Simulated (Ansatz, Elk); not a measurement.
# How far do independent atoms describe BaCrS3?, part 2 of 2

Structure refinements treat a crystal as free atoms side by side. For a made-up structure of BaCrS3 (cell and positions from a PBE relaxation) the runs below show what the calculated density changes in F(hkl).

Elk 11.2.3 (patched build); all-electron DFT.

So far: The structure; Ground state and structure factors; The magnetisation density; The highest occupied states alone.

The structure was built from a prototype and need not be the compound's stable phase.

**5. Another functional**

Level of this step: DFT, PBEsol, all-electron APW+lo, Dirac cores, scalar-relativistic bands, static density, ferromagnetic start (Elk).

The difference from free atoms is small, so it is set against the change that PBEsol makes.

Contents of elk.in:

```
tasks
  0
  195
  196

xctype
  22

spinpol
  .true.

rgkmax
  7.0

gmaxvr
  14.0

lmaxo
  7

lmaxapw
  8

swidth
  0.002

tshift
  .false.

ramdisk
  .false.

hmaxvr
  5.5

maxscl
  120

epspot
  1e-06

reducebf
  0.8

sppath
  './'

avec
  8.98043782029 -0.00000000000 -0.00000000000
  -0.00000000000 8.98043782029 -0.00000000000
  -0.00000000000 -0.00000000000 8.98043782029

atoms
  3
  'Ba.in'
  1
  -0.0000000000 0.0000000000 -0.0000000000   0.000000 0.000000 0.000000
  'Cr.in'
  1
  0.5000000000 0.5000000000 0.5000000000   0.000000 0.000000 -0.115000
  'S.in'
  3
  0.5000000000 0.5000000000 0.0000000000   0.000000 0.000000 0.000000
  0.5000000000 -0.0000000000 0.5000000000   0.000000 0.000000 0.000000
  0.0000000000 0.5000000000 0.5000000000   0.000000 0.000000 0.000000

ngridk
  4 4 4
```

Run with:

```
OMP_NUM_THREADS=4 elk
```

Numbers of over 12 decimals in the logs are rounded to 6 here.

The log of the run:

```text
┌─────────────────────────┐
│ Elk code version 11.2.3 │
└─────────────────────────┘

All units are atomic (Hartree, Bohr, etc.)

┌─────────────────────────────────────────────────┐
│ Ground-state run starting from atomic densities │
└─────────────────────────────────────────────────┘

Lattice vectors :
   8.980437820      -0.000000000      -0.000000000
  -0.000000000       8.980437820      -0.000000000
  -0.000000000      -0.000000000       8.980437820

Reciprocal lattice vectors :
  0.6996524482       0.000000000       0.000000000
[...]
error                       :   0.1142680494E-02

Moments :
 interstitial                :   0.1525006828
 muffin-tins
  species : 1 (Ba)
[...]
species : 2 (Cr)
[...]
species : 3 (S)
[...]
atom 2                    :  -0.7593758273E-01
   atom 3                    :  -0.7593758273E-01
 total in muffin-tins        :    2.219946693
 total moment                :    2.372447376

┌──────────────────────────────┐
│ Self-consistent loop stopped │
└──────────────────────────────┘

Warning : core states of species 3 leak from the muffin-tin :   0.1176634056E-03

Wrote STATE.OUT
[key lines of the parts left out:]
total energy                :     -10381.904270333
```

The job ended after 1.8 min (4 threads of Arm Neoverse V1, shared host; peak memory 0.47 GiB).

Against the first run R = 0.03 %; the largest change is -0.057 at 111. The moment goes from 2.37 to 2.37 μB.

**6. Basis size**

The basis and the expansions that go with it are enlarged, to see whether the differences are converged.

elk.in: that of step 5 with these lines changed.

```diff
@@ -6,3 +6,3 @@
 xctype
-  22
+  20
 
@@ -12,12 +12,12 @@
 rgkmax
-  7.0
+  8.5
 
 gmaxvr
-  14.0
+  18.0
 
 lmaxo
-  7
+  9
 
 lmaxapw
-  8
+  10
```

Run with:

```
OMP_NUM_THREADS=4 elk
```

The log of the run:

```text
┌─────────────────────────┐
│ Elk code version 11.2.3 │
└─────────────────────────┘

All units are atomic (Hartree, Bohr, etc.)

┌─────────────────────────────────────────────────┐
│ Ground-state run starting from atomic densities │
└─────────────────────────────────────────────────┘

Lattice vectors :
   8.980437820      -0.000000000      -0.000000000
  -0.000000000       8.980437820      -0.000000000
  -0.000000000      -0.000000000       8.980437820

Reciprocal lattice vectors :
  0.6996524482       0.000000000       0.000000000
[...]
error                       :   0.3181437291E-03

Moments :
 interstitial                :   0.1416839682
 muffin-tins
  species : 1 (Ba)
[...]
species : 2 (Cr)
[...]
species : 3 (S)
[...]
atom 2                    :  -0.7707598128E-01
   atom 3                    :  -0.7707598128E-01
 total in muffin-tins        :    2.234215490
 total moment                :    2.375899459

┌──────────────────────────────┐
│ Self-consistent loop stopped │
└──────────────────────────────┘

Warning : core states of species 3 leak from the muffin-tin :   0.1169750039E-03

Wrote STATE.OUT
[key lines of the parts left out:]
total energy                :     -10388.044395397
```

Run time: 3.9 min. Hardware: 4 threads; peak memory 0.76 GiB.

Against the first run R = 0.01 %; the largest change is -0.009 at 422. The moment goes from 2.37 to 2.38 μB.

**7. With a Hubbard U**

A Hubbard U is put on the d shell, to see how far it moves the factors.

elk.in: that of step 6 with these lines changed.

```diff
@@ -12,12 +12,12 @@
 rgkmax
-  8.5
+  7.0
 
 gmaxvr
-  18.0
+  14.0
 
 lmaxo
-  9
+  7
 
 lmaxapw
-  10
+  8
 
@@ -68 +68,5 @@
   4 4 4
+
+dft+u
+  1 1
+  2 2 0.128623 0.000000
```

Run with:

```
OMP_NUM_THREADS=4 elk
```

The log of the run:

```text
┌─────────────────────────┐
│ Elk code version 11.2.3 │
└─────────────────────────┘

All units are atomic (Hartree, Bohr, etc.)

┌─────────────────────────────────────────────────┐
│ Ground-state run starting from atomic densities │
└─────────────────────────────────────────────────┘

Lattice vectors :
   8.980437820      -0.000000000      -0.000000000
  -0.000000000       8.980437820      -0.000000000
  -0.000000000      -0.000000000       8.980437820

Reciprocal lattice vectors :
  0.6996524482       0.000000000       0.000000000
[...]
Moments :
 interstitial                :   0.8227081888E-01
 muffin-tins
  species : 1 (Ba)
[...]
species : 2 (Cr)
[...]
species : 3 (S)
[...]
atom 2                    :  -0.1303369832
   atom 3                    :  -0.1303369832
 total in muffin-tins        :    2.407296632
 total moment                :    2.489567451

┌──────────────────────────────┐
│ Self-consistent loop stopped │
└──────────────────────────────┘

Warning : core states of species 3 leak from the muffin-tin :   0.1171956264E-03

Warning : forces or DFT+U at lmaxo under 8 : 7

Wrote STATE.OUT
[key lines of the parts left out:]
total energy                :     -10387.947533502
```

Elapsed: 2.7 min, on 4 threads; peak memory 0.49 GiB; 7.9 min of CPU time.

Against the first run R = 0.09 %; the largest change is +0.071 at 700. The moment goes from 2.37 to 2.49 μB.

**8. Settings against the effect**

```
                              run  R against the first run (%)  R against neutral atoms, low angle (%)  wall time
                    PBE, rgkmax 7                         0.00                                    0.67      2 min
                           PBEsol                         0.03                                    0.68    1.8 min
rgkmax 8.5 with larger expansions                         0.01                                    0.66    3.9 min
                            PBE+U                         0.09                                    0.66    2.7 min
```

**9. Summary of results**

* R against neutral atoms, sin θ/λ < 0.3 Å⁻¹: 0.67 %
* R against neutral atoms, 0.3 to 0.82 Å⁻¹: 0.19 %

Independent neutral atoms miss the calculated amplitudes by R = 0.67 % below 0.3 Å⁻¹ and 0.19 % from there to 0.82 Å⁻¹; by shells, 0.83 % below 0.15 Å⁻¹ (2 forms), 0.63 % 0.15 to 0.3 (5 forms), 0.20 % 0.3 to 0.45 (12 forms), 0.19 % above 0.45 (57 forms). Bonding, aspherical density and the tables' own atoms all enter these figures, and the runs don't part them. The largest change of an amplitude is +0.72 electrons, at 111. The magnetic order is that of the start. No other order was tried here, and an antiferromagnetic one would change or move the magnetic intensity. The window's part falls from 32.0 electrons at the origin to at most 1.06 between 0.45 and 0.82 Å⁻¹, where compact states inside the window still scatter. The window holds more than the 26 outer electrons of the free atoms, so shallow core shells lie inside it. Below 0.3 Å⁻¹ the changes that finished (PBEsol, rgkmax 8.5 with larger expansions and PBE+U) move F by R = 0.05 % at most, against the 0.67 % that separates it from free atoms. The magnetic factors move by R = 2.7 % (PBEsol), 0.3 % (rgkmax 8.5 with larger expansions) and 21.0 % (PBE+U), so they aren't settled to better than that. The k-mesh has no finished test. Part of the difference isn't bonding: the tables are fits to free atoms and ions calculated by other methods than this functional. Thermal motion, anomalous dispersion and extinction are left out.

[Logs are printed without paths, hosts, clocks, repeated set-up lines and the standing remarks that a program may print on its own settings, such as how far it seeks lower states.]

[Hosts, paths, dates, database ids (printed as entryN), source tags and the programs' standing remarks are cut or masked in the printed files.]
